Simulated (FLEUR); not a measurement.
**DyClO: which magnetic order is lowest**

Wanted: the moments of DyClO and the energy of each order that was tried.

Calculated with FLEUR MaX-R8.1; PBEsol with U = 6.7 eV, J = 0.7 eV on Dy f; all-electron FLAPW, Dirac cores, scalar-relativistic bands.

**Measured values to reproduce.**

“DyOCl: a rare-earth based two-dimensional van der Waals material with strong magnetic anisotropy” (2021, arxiv:2112.12556) reports for DyOCl, tetragonal PbFCl-type, by powder neutron diffraction, Rietveld (polycrystalline, absorption corrected, 3.5 K): moment (ordered moment per Dy) 10.1 μB [refined after a correction for strong neutron absorption by Dy; total moment, including …].

Report form: the programs' logs are mostly left out.

## Step 1: Starting point

Symmetry: P4/nmm, No. 129, tetragonal system. Conventional cell: a = 3.910 Å, b = 3.910 Å, c = 6.724 Å, α = 90.00°, β = 90.00°, γ = 90.00°. Nearest to Dy lie 4 O at 2.25 Å and 6 Cl at 3.09 to 3.62 Å and 4 Dy at 3.56 Å. Nearest to Cl lie 6 Dy at 3.09 to 3.62 Å and 4 O at 3.18 Å. O has 4 Dy at 2.25 Å nearest. Farther neighbours and most contacts between anions are not listed.

As a file:

```cif
data_structure
_symmetry_space_group_name_H-M 'P4/nmm:1'
_symmetry_Int_Tables_number 129
_cell_length_a 3.9102
_cell_length_b 3.9102
_cell_length_c 6.7236
_cell_angle_alpha 90.000
_cell_angle_beta 90.000
_cell_angle_gamma 90.000
_cell_volume 102.80
loop_
_atom_site_label
_atom_site_type_symbol
_atom_site_symmetry_multiplicity
_atom_site_Wyckoff_symbol
_atom_site_fract_x
_atom_site_fract_y
_atom_site_fract_z
_atom_site_occupancy
Dy1 Dy 2 c 0.00000 0.50000 0.16687 1
Cl1 Cl 2 c 0.00000 0.50000 0.62777 1
O1 O 2 a 0.00000 0.00000 0.00000 1
```

The cell comes from a database of computed structures and need not be the stable phase.

## Step 2: Run 1 (ferro ++)

The parallel start comes first: it shows whether parallel moments hold. The U counters the self-interaction that shrinks the moments of a localised shell.

The file n_mmp_mat seeds the f occupations with whole cubic orbitals by Hund's first rule, so that the U acts from the first pass. inpgen writes inp.xml from crystal.txt; cutoffs, mixing, functional, smearing and local orbitals are then set in the file. The k list default-1 (kpts.xml, not shown) is a Γ-centred 6×6×6 mesh; where the ranks do not divide the number of points, some are split in two of half the weight.

inp.xml

```
<?xml version="1.0" encoding="UTF-8" standalone="no"?>
<fleurInput fleurInputVersion="0.39">
   <comment>
      DyClO
   </comment>
   <calculationSetup>
      <cutoffs Kmax="4.0" Gmax="12.0" GmaxXC="12.0" numbands="0"/>
      <scfLoop itmax="130" minDistance="0.0001" maxIterBroyd="15" imix="Anderson" alpha="0.05" precondParam="0.0" spinf="2.0" sdNocoIR="T"/>
      <coreElectrons ctail="T" frcor="F" kcrel="0" coretail_lmax="0"/>
      <xcFunctional name="PBEs" relativisticCorrections="F"/>
      <magnetism jspins="2"/>
      <soc l_soc="F" theta="0.0" phi="0.0" spav="F"/>
      <expertModes spex="0" secvar="F"/>
      <geometryOptimization l_f="F" forcealpha="1.0" forcemix="BFGS" epsdisp="0.00001" epsforce="0.00001"/>
      <ldaU l_linMix="F" mixParam="0.05" spinf="1.0"/>
   </calculationSetup>
   <cell>
      <bzIntegration valenceElectrons="66.0" mode="hist" fermiSmearingEnergy="0.00110248">
         <kPointListSelection listName="default-1"/>
         <xi:include xmlns:xi="http://www.w3.org/2001/XInclude" href="kpts.xml"> </xi:include>
      </bzIntegration>
      <xi:include xmlns:xi="http://www.w3.org/2001/XInclude" href="sym.xml"> </xi:include>
      <bulkLattice scale="1.0">
         <bravaisMatrix>
            <row-1>    7.3891863054235492     0.0000000000000000     0.0000000000000000</row-1>
            <row-2>    0.0000000000000000     7.3891863054235492     0.0000000000000000</row-2>
            <row-3>    0.0000000000000000     0.0000000000000000    12.7058457193100427</row-3>
         </bravaisMatrix>
      </bulkLattice>
   </cell>
   <atomSpecies>
      <species name="Dysprosium5.001" element="Dy" atomicNumber="66">
         <mtSphere radius="2.65" gridPoints="877" logIncrement="0.015"/>
         <atomicCutoffs lmax="10" lnonsphr="8"/>
         <electronConfig flipSpins="F">
            <coreConfig>(1s1/2) (2s1/2) (2p1/2) (2p3/2) (3s1/2) (3p1/2) (3p3/2) (4s1/2) (3d3/2) (3d5/2) (4p1/2) (4p3/2) (4d3/2) (4d5/2)</coreConfig>
            <valenceConfig>(5s1/2) (5p1/2) (5p3/2) (6s1/2) (4f5/2) (4f7/2)</valenceConfig>
            <stateOccupation state="(4f5/2)" spinUp="3.0" spinDown="1.2857142857143"/>
            <stateOccupation state="(4f7/2)" spinUp="4.0" spinDown="1.7142857142857"/>
         </electronConfig>
         <energyParameters s="6" p="6" d="5" f="4"/>
         <ldaU l="3" U="6.7" J="0.7" l_amf="F"/>
         <lo type="SCLO" l="0" n="5" eDeriv="0"/>
         <lo type="SCLO" l="1" n="5" eDeriv="0"/>
      </species>
      <species name="Chlorine (Cl)" element="Cl" atomicNumber="17">
         <mtSphere radius="2.8" gridPoints="925" logIncrement="0.013"/>
         <atomicCutoffs lmax="10" lnonsphr="8"/>
         <electronConfig flipSpins="F">
            <coreConfig>(1s1/2) (2s1/2) (2p1/2) (2p3/2)</coreConfig>
            <valenceConfig>(3s1/2) (3p1/2) (3p3/2)</valenceConfig>
            <stateOccupation state="(3p1/2)" spinUp="0.833333" spinDown="0.833333"/>
            <stateOccupation state="(3p3/2)" spinUp="1.666667" spinDown="1.666667"/>
         </electronConfig>
         <energyParameters s="3" p="3" d="3" f="4"/>
      </species>
      <species name="Oxygen (O)" element="O" atomicNumber="8">
         <mtSphere radius="1.5" gridPoints="497" logIncrement="0.021"/>
         <atomicCutoffs lmax="6" lnonsphr="4"/>
         <electronConfig flipSpins="F">
            <coreConfig>(1s1/2)</coreConfig>
            <valenceConfig>(2s1/2) (2p1/2) (2p3/2)</valenceConfig>
            <stateOccupation state="(2p1/2)" spinUp="0.666667" spinDown="0.666667"/>
            <stateOccupation state="(2p3/2)" spinUp="1.333333" spinDown="1.333333"/>
         </electronConfig>
         <energyParameters s="2" p="2" d="3" f="4"/>
      </species>
   </atomSpecies>
   <atomGroups>
      <atomGroup species="Dysprosium5.001">
         <relPos label="                   1">-1.000/4.000 1.000/4.000 .1668660000</relPos>
         <relPos label="                   2">1.000/4.000 -1.000/4.000 -.1668660000</relPos>
         <force calculate="T" relaxXYZ="TTT"/>
      </atomGroup>
      <atomGroup species="Chlorine (Cl)">
         <relPos label="                   3">-1.000/4.000 1.000/4.000 -.3722340000</relPos>
         <relPos label="                   4">1.000/4.000 -1.000/4.000 .3722340000</relPos>
         <force calculate="T" relaxXYZ="TTT"/>
      </atomGroup>
      <atomGroup species="Oxygen (O)">
         <relPos label="                   5">-1.000/4.000 -1.000/4.000 .0000000000</relPos>
         <relPos label="                   6">1.000/4.000 1.000/4.000 .0000000000</relPos>
         <force calculate="T" relaxXYZ="TTT"/>
      </atomGroup>
   </atomGroups>
   <output dos="F" band="F" slice="F">
      <bandDOS minEnergy="-.5*Htr" maxEnergy="0.5*Htr" sigma="0.015" storeEVData="T"/>
      <plotting iplot="0" polar="F">
         <plot TwoD="T" vec1="  1.0  0.0  0.0" vec2="  0.0  1.0  0.0" vec3="  0.0  0.0  1.0" zero="  0.0  0.0  0.0" file="plot"/>
      </plotting>
      <moessbauerParams electricFieldGradient="F" isomerShift="F" coreHyperfine="F" valenceHyperfine="F"/>
   </output>
</fleurInput>
```

crystal.txt

```
DyClO
&input film=F cartesian=F /
3.91018900000  0.00000000000  0.00000000000
0.00000000000  3.91018900000  0.00000000000
0.00000000000  0.00000000000  6.72364400000
1.8897261246
1.0 1.0 1.0

6
66 0.00000000000  0.50000000000  0.16686600000 : 5.001
66 0.50000000000  0.00000000000  0.83313400000 : 5.001
17 0.00000000000  0.50000000000  0.62776600000
17 0.50000000000  0.00000000000  0.37223400000
8 0.00000000000  0.00000000000  0.00000000000
8 0.50000000000  0.50000000000  0.00000000000

&kpt div1=6 div2=6 div3=6 gamma=T /
```

Started as:

```console
$ OMP_NUM_THREADS=1 inpgen -f crystal.txt > inpgen.log  # inp.xml is then edited as shown
$ OMP_NUM_THREADS=1 mpirun -n 4 fleur_MPI > fleur.log
```

Elapsed: 99 s, on 4 MPI ranks of Intel Xeon Platinum 8488C (Sapphire Rapids), shared host; peak memory 0.45 GiB; 6.6 min of CPU time.

Spin moment in the muffin-tin sphere by atom:

```
atom  spin moment in the muffin-tin sphere (μB)
 Dy1                                       4.99
 Dy2                                       4.99
 Cl3                                      -0.01
 Cl4                                      -0.01
  O5                                      -0.01
  O6                                      -0.01
```

This step gave:

```yaml
free_energy: -691191.9656 eV
program_s_band_gap_on_this_mesh_in_a_metal_only_a_level_spacing: 3.203 eV
magnetization: 10 μB
final_state: ferromagnetic
```

After 22 cycles the largest moment stands at 4.99 μB.

## Step 3: Start 2: antiferro +-

Reversing part of the moments tests the sign of the couplings between them.

Edit inp.xml of step 2 so:

```diff
@@ -45,2 +45,16 @@
       </species>
+      <species name="Dysprosium-5.001" element="Dy" atomicNumber="66">
+         <mtSphere radius="2.65" gridPoints="877" logIncrement="0.015"/>
+         <atomicCutoffs lmax="10" lnonsphr="8"/>
+         <electronConfig flipSpins="F">
+            <coreConfig>(1s1/2) (2s1/2) (2p1/2) (2p3/2) (3s1/2) (3p1/2) (3p3/2) (4s1/2) (3d3/2) (3d5/2) (4p1/2) (4p3/2) (4d3/2) (4d5/2)</coreConfig>
+            <valenceConfig>(5s1/2) (5p1/2) (5p3/2) (6s1/2) (4f5/2) (4f7/2)</valenceConfig>
+            <stateOccupation state="(4f5/2)" spinUp="1.2857142857143" spinDown="3.0"/>
+            <stateOccupation state="(4f7/2)" spinUp="1.7142857142857" spinDown="4.0"/>
+         </electronConfig>
+         <energyParameters s="6" p="6" d="5" f="4"/>
+         <ldaU l="3" U="6.7" J="0.7" l_amf="F"/>
+         <lo type="SCLO" l="0" n="5" eDeriv="0"/>
+         <lo type="SCLO" l="1" n="5" eDeriv="0"/>
+      </species>
       <species name="Chlorine (Cl)" element="Cl" atomicNumber="17">
@@ -70,4 +84,7 @@
       <atomGroup species="Dysprosium5.001">
-         <relPos label="                   1">-1.000/4.000 1.000/4.000 .1668660000</relPos>
-         <relPos label="                   2">1.000/4.000 -1.000/4.000 -.1668660000</relPos>
+         <relPos label="                   1">.0000000000 1.000/2.000 .1668660000</relPos>
+         <force calculate="T" relaxXYZ="TTT"/>
+      </atomGroup>
+      <atomGroup species="Dysprosium-5.001">
+         <relPos label="                   2">1.000/2.000 .0000000000 -.1668660000</relPos>
          <force calculate="T" relaxXYZ="TTT"/>
@@ -75,4 +92,7 @@
       <atomGroup species="Chlorine (Cl)">
-         <relPos label="                   3">-1.000/4.000 1.000/4.000 -.3722340000</relPos>
-         <relPos label="                   4">1.000/4.000 -1.000/4.000 .3722340000</relPos>
+         <relPos label="                   3">.0000000000 1.000/2.000 -.3722340000</relPos>
+         <force calculate="T" relaxXYZ="TTT"/>
+      </atomGroup>
+      <atomGroup species="Chlorine (Cl)">
+         <relPos label="                   4">1.000/2.000 .0000000000 .3722340000</relPos>
          <force calculate="T" relaxXYZ="TTT"/>
@@ -80,4 +100,4 @@
       <atomGroup species="Oxygen (O)">
-         <relPos label="                   5">-1.000/4.000 -1.000/4.000 .0000000000</relPos>
-         <relPos label="                   6">1.000/4.000 1.000/4.000 .0000000000</relPos>
+         <relPos label="                   5">.0000000000 .0000000000 .0000000000</relPos>
+         <relPos label="                   6">1.000/2.000 1.000/2.000 .0000000000</relPos>
          <force calculate="T" relaxXYZ="TTT"/>
```

Edit crystal.txt of step 2 so:

```diff
@@ -10,3 +10,3 @@
 66 0.00000000000  0.50000000000  0.16686600000 : 5.001
-66 0.50000000000  0.00000000000  0.83313400000 : 5.001
+66 0.50000000000  0.00000000000  0.83313400000 : -5.001
 17 0.00000000000  0.50000000000  0.62776600000
```

Run time: 3.2 min. Hardware: 4 MPI ranks; peak memory 0.58 GiB.

Spin moment in the muffin-tin sphere by atom:

```
atom  spin moment in the muffin-tin sphere (μB)
 Dy1                                       5.00
 Dy2                                      -5.00
 Cl3                                       0.00
 Cl4                                       0.00
  O5                                       0.00
  O6                                       0.00
```

Numbers from this step:

```
free energy                                                       : -691191.9664 eV
program's band gap on this mesh (in a metal only a level spacing) : 3.228 eV
magnetization                                                     : 0 μB
final state                                                       : antiferromagnetic
```

It lies 0.402 meV a seeded atom under the first start, and its largest moment is 5.00 μB against 4.99 μB.

## Step 4: Energies of the orders

Free energies are divided by the number of seeded atoms.

Orders:

```
       start        final state  typed order kept  energy over the lowest (meV a seeded atom)  largest sphere moment (μB)  net moment (μB a primitive cell)  mesh matched  CPU time (s)
    ferro ++      ferromagnetic               yes                                      0.4022                       4.994                                10           yes         393.4
antiferro +-  antiferromagnetic               yes                                           0                       4.995                                 0           yes         762.9
```

## Step 5: Spin–orbit coupling, moments along [001]

Spin–orbit coupling ties the spins to the lattice and lets orbital moments form.

A new self-consistent run of the start antiferro +-, with the moments along z. Here n_mmp_mat seeds f states of whole m by Hund's three rules.

Edit inp.xml of step 2 so:

```diff
@@ -6,3 +6,3 @@
    <calculationSetup>
-      <cutoffs Kmax="4.0" Gmax="12.0" GmaxXC="12.0" numbands="0"/>
+      <cutoffs Kmax="4.0" Gmax="12.0" GmaxXC="12.0" numbands="186"/>
       <scfLoop itmax="130" minDistance="0.0001" maxIterBroyd="15" imix="Anderson" alpha="0.05" precondParam="0.0" spinf="2.0" sdNocoIR="T"/>
@@ -11,3 +11,3 @@
       <magnetism jspins="2"/>
-      <soc l_soc="F" theta="0.0" phi="0.0" spav="F"/>
+      <soc l_soc="T" theta="0.0" phi="0.0" spav="F"/>
       <expertModes spex="0" secvar="F"/>
@@ -45,2 +45,16 @@
       </species>
+      <species name="Dysprosium-5.001" element="Dy" atomicNumber="66">
+         <mtSphere radius="2.65" gridPoints="877" logIncrement="0.015"/>
+         <atomicCutoffs lmax="10" lnonsphr="8"/>
+         <electronConfig flipSpins="F">
+            <coreConfig>(1s1/2) (2s1/2) (2p1/2) (2p3/2) (3s1/2) (3p1/2) (3p3/2) (4s1/2) (3d3/2) (3d5/2) (4p1/2) (4p3/2) (4d3/2) (4d5/2)</coreConfig>
+            <valenceConfig>(5s1/2) (5p1/2) (5p3/2) (6s1/2) (4f5/2) (4f7/2)</valenceConfig>
+            <stateOccupation state="(4f5/2)" spinUp="1.2857142857143" spinDown="3.0"/>
+            <stateOccupation state="(4f7/2)" spinUp="1.7142857142857" spinDown="4.0"/>
+         </electronConfig>
+         <energyParameters s="6" p="6" d="5" f="4"/>
+         <ldaU l="3" U="6.7" J="0.7" l_amf="F"/>
+         <lo type="SCLO" l="0" n="5" eDeriv="0"/>
+         <lo type="SCLO" l="1" n="5" eDeriv="0"/>
+      </species>
       <species name="Chlorine (Cl)" element="Cl" atomicNumber="17">
@@ -70,4 +84,7 @@
       <atomGroup species="Dysprosium5.001">
-         <relPos label="                   1">-1.000/4.000 1.000/4.000 .1668660000</relPos>
-         <relPos label="                   2">1.000/4.000 -1.000/4.000 -.1668660000</relPos>
+         <relPos label="                   1">.0000000000 1.000/2.000 .1668660000</relPos>
+         <force calculate="T" relaxXYZ="TTT"/>
+      </atomGroup>
+      <atomGroup species="Dysprosium-5.001">
+         <relPos label="                   2">1.000/2.000 .0000000000 -.1668660000</relPos>
          <force calculate="T" relaxXYZ="TTT"/>
@@ -75,4 +92,7 @@
       <atomGroup species="Chlorine (Cl)">
-         <relPos label="                   3">-1.000/4.000 1.000/4.000 -.3722340000</relPos>
-         <relPos label="                   4">1.000/4.000 -1.000/4.000 .3722340000</relPos>
+         <relPos label="                   3">.0000000000 1.000/2.000 -.3722340000</relPos>
+         <force calculate="T" relaxXYZ="TTT"/>
+      </atomGroup>
+      <atomGroup species="Chlorine (Cl)">
+         <relPos label="                   4">1.000/2.000 .0000000000 .3722340000</relPos>
          <force calculate="T" relaxXYZ="TTT"/>
@@ -80,4 +100,4 @@
       <atomGroup species="Oxygen (O)">
-         <relPos label="                   5">-1.000/4.000 -1.000/4.000 .0000000000</relPos>
-         <relPos label="                   6">1.000/4.000 1.000/4.000 .0000000000</relPos>
+         <relPos label="                   5">.0000000000 .0000000000 .0000000000</relPos>
+         <relPos label="                   6">1.000/2.000 1.000/2.000 .0000000000</relPos>
          <force calculate="T" relaxXYZ="TTT"/>
```

Edit crystal.txt of step 2 so:

```diff
@@ -10,3 +10,3 @@
 66 0.00000000000  0.50000000000  0.16686600000 : 5.001
-66 0.50000000000  0.00000000000  0.83313400000 : 5.001
+66 0.50000000000  0.00000000000  0.83313400000 : -5.001
 17 0.00000000000  0.50000000000  0.62776600000
@@ -16,2 +16,3 @@
 
+&soc 0.0000000 0.0000000 /
 &kpt div1=6 div2=6 div3=6 gamma=T /
```

Elapsed: 21 min, on 4 MPI ranks; peak memory 1.2 GiB.

Spin moment in the muffin-tin sphere by atom:

```
atom  spin moment in the muffin-tin sphere (μB)
 Dy1                                       4.98
 Dy2                                      -4.98
 Cl3                                       0.00
 Cl4                                       0.00
  O5                                       0.00
  O6                                       0.00
```

Numbers from this step:

| Item | Value |
| --- | --- |
| free energy | -691194.5826 eV |
| program's band gap on this mesh (in a metal only a level spacing) | 2.432 eV |
| magnetization | 0 μB |
| final state | antiferromagnetic |
| orbital moment along the spin | 4.937 μB |

Orbital moment in the sphere, along the spin axis by atom:

```
atom  orbital moment in the sphere, along the spin axis (μB)
 Dy1                                                    4.94
 Dy2                                                   -4.94
 Cl3                                                    0.00
 Cl4                                                    0.00
  O5                                                    0.00
  O6                                                    0.00
```

## Step 6: Outcome

```json
{
  "lowest state found": "antiferromagnetic (typed antiferro +-)",
  "largest site spin moment": "5.00 μB",
  "next finished state": "ferromagnetic, 0.402 meV a seeded atom higher",
  "orbital moment on the atom of largest spin, along its spin (spin–orbit run)": "4.94 μB",
  "spin plus orbital moment": "Dy 9.92 μB"
}
```

**Reading.** The lowest state found is antiferromagnetic, reached from the start antiferro +-, with moments up to 5.00 μB. The two lowest states lie so close that the mesh, the functional or spin–orbit coupling could swap them. The orbital moment is parallel to the spin, as Hund's third rule has it for a shell over half filled. The f shell was seeded by Hund's rules, so the run need not end in the lowest state; crystal-field states that mix several m can carry less. Only 2 starts were tried; other patterns of signs, canted and longer-period orders were not. Open f shells have many stationary orbital fillings, so the state need not be the lowest, and spin-only moments miss the orbital part.

Calculation against experiment:

```
        quantity  measured  PBEsol with U = 6.7 eV, J = 0.7 eV on Dy f, spin plus orbital
moment (Dy) (μB)      10.1                                                  9.92 (-1.8 %)
```

Measured values from arxiv:2112.12556 (2021).

How well it matches: The moment is off by -1.8 %. No cell relaxation is part of this session.

[Logs and program files are shortened in this print: banners, set-up blocks, solver, clock and traceback lines can be left out without a mark of their own.]

[Logs are printed without paths, hosts, clocks, repeated set-up lines and the standing remarks that a program may print on its own settings, such as how far it seeks lower states.]

[Hosts, paths, dates, database ids (printed as entryN), source tags and the programs' standing remarks are cut or masked in the printed files.]

[Where a cell is said to come from a database of computed structures, the database is the Materials Project.]
